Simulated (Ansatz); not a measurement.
An input for Ansatz 0.2.0 (Cd5B3ClO9 (Cm)):

```yaml
crystal:
  lattice:
    - [4.086, -8.0305, 0.0]
    - [4.086, 8.0305, 0.0]
    - [-0.5610688069, 0.0, 3.4284942182]
  atoms:
    - { symbol: Cd, position: [0.9903899046, 0.7342556792, 0.5662659888] }
    - { symbol: Cd, position: [0.7342556792, 0.9903899046, 0.5662659888] }
    - { symbol: Cd, position: [0.3113911839, 0.6630019832, 0.9124457693] }
    - { symbol: Cd, position: [0.6630019832, 0.3113911839, 0.9124457693] }
    - { symbol: Cd, position: [0.2871762088, 0.2871762088, 0.3102574688] }
    - { symbol: B, position: [0.6210609171, 0.6210609171, 0.9737592675] }
    - { symbol: B, position: [0.972075933, 0.3689018994, 0.3370010488] }
    - { symbol: B, position: [0.3689018994, 0.972075933, 0.3370010488] }
    - { symbol: Cl, position: [0.049188481, 0.049188481, 0.7118210963] }
    - { symbol: O, position: [0.7759792855, 0.623579409, 0.0193502893] }
    - { symbol: O, position: [0.623579409, 0.7759792855, 0.0193502893] }
    - { symbol: O, position: [0.4502306784, 0.4502306784, 0.8744954667] }
    - { symbol: O, position: [0.1618372402, 0.4552599818, 0.3467663233] }
    - { symbol: O, position: [0.4552599818, 0.1618372402, 0.3467663233] }
    - { symbol: O, position: [0.1966350256, 0.8360258997, 0.1252240285] }
    - { symbol: O, position: [0.8360258997, 0.1966350256, 0.1252240285] }
    - { symbol: O, position: [0.9120354728, 0.4534148167, 0.5549599024] }
    - { symbol: O, position: [0.4534148167, 0.9120354728, 0.5549599024] }
kpoints:
  mp_grid: { grid: [4, 4, 6] }
  band_path:
    path:
      - [[0.0, 0.0, 0.0], [-0.5, 0.5, 0.0], [-0.5, 0.5, -0.5], [0.0, 0.0, -0.5], [0.0, 0.0, 0.0]]
      - [[0.0, 0.5, -0.5], [0.0, 0.0, 0.0], [0.0, 0.5, 0.0]]
    npoints: 10
hamiltonian:
  xc: pbe
  pseudopotentials: { kind: paw, azcp: { folder: soft_1 } }
scf:
  occupations: { method: fermi_dirac, width: 0.02 }
  n_extra_bands: 10
output:
  eigenvalues: true
  forces: true
  stress: true
  write_density: true
  write_potential: true
  elf: true
  volumetric_format: npy
```

```sh
ansatz run input.yaml --threads 2 --pin off --max-ram 92160MiB --backend cuda --events-out ev --progress --plain --runs-dir out --devices 1 --max-vram 13GiB
```

Estimate wall time and host memory on 1 × NVIDIA H100 80GB HBM3 (shared by 6 runs) with 2 threads of AMD EPYC 7R13 (Zen 3), shared host.

It took 16 s; on shared hardware allow 8.1 s to 33 s. Peak host memory was 1.3 GiB. The sizes that set the cost: 4399 plane waves a state, 34 irreducible k points and 11 SCF cycles.

[Paths, hosts, dates, memory and timing lines, banners, echoed tables and standing remarks are left out of the program output.]

[Logs are printed without paths, hosts, clocks, repeated set-up lines and the standing remarks that a program may print on its own settings, such as how far it seeks lower states.]

[Runs of the session that timed out or met a known fault of the program may be left out.]

[Cells called generated may have been cut or substituted from an entry of the Crystallography Open Database or the Materials Project.]

[Hosts, paths, dates, database ids (printed as entryN), source tags and the programs' standing remarks are cut or masked in the printed files.]
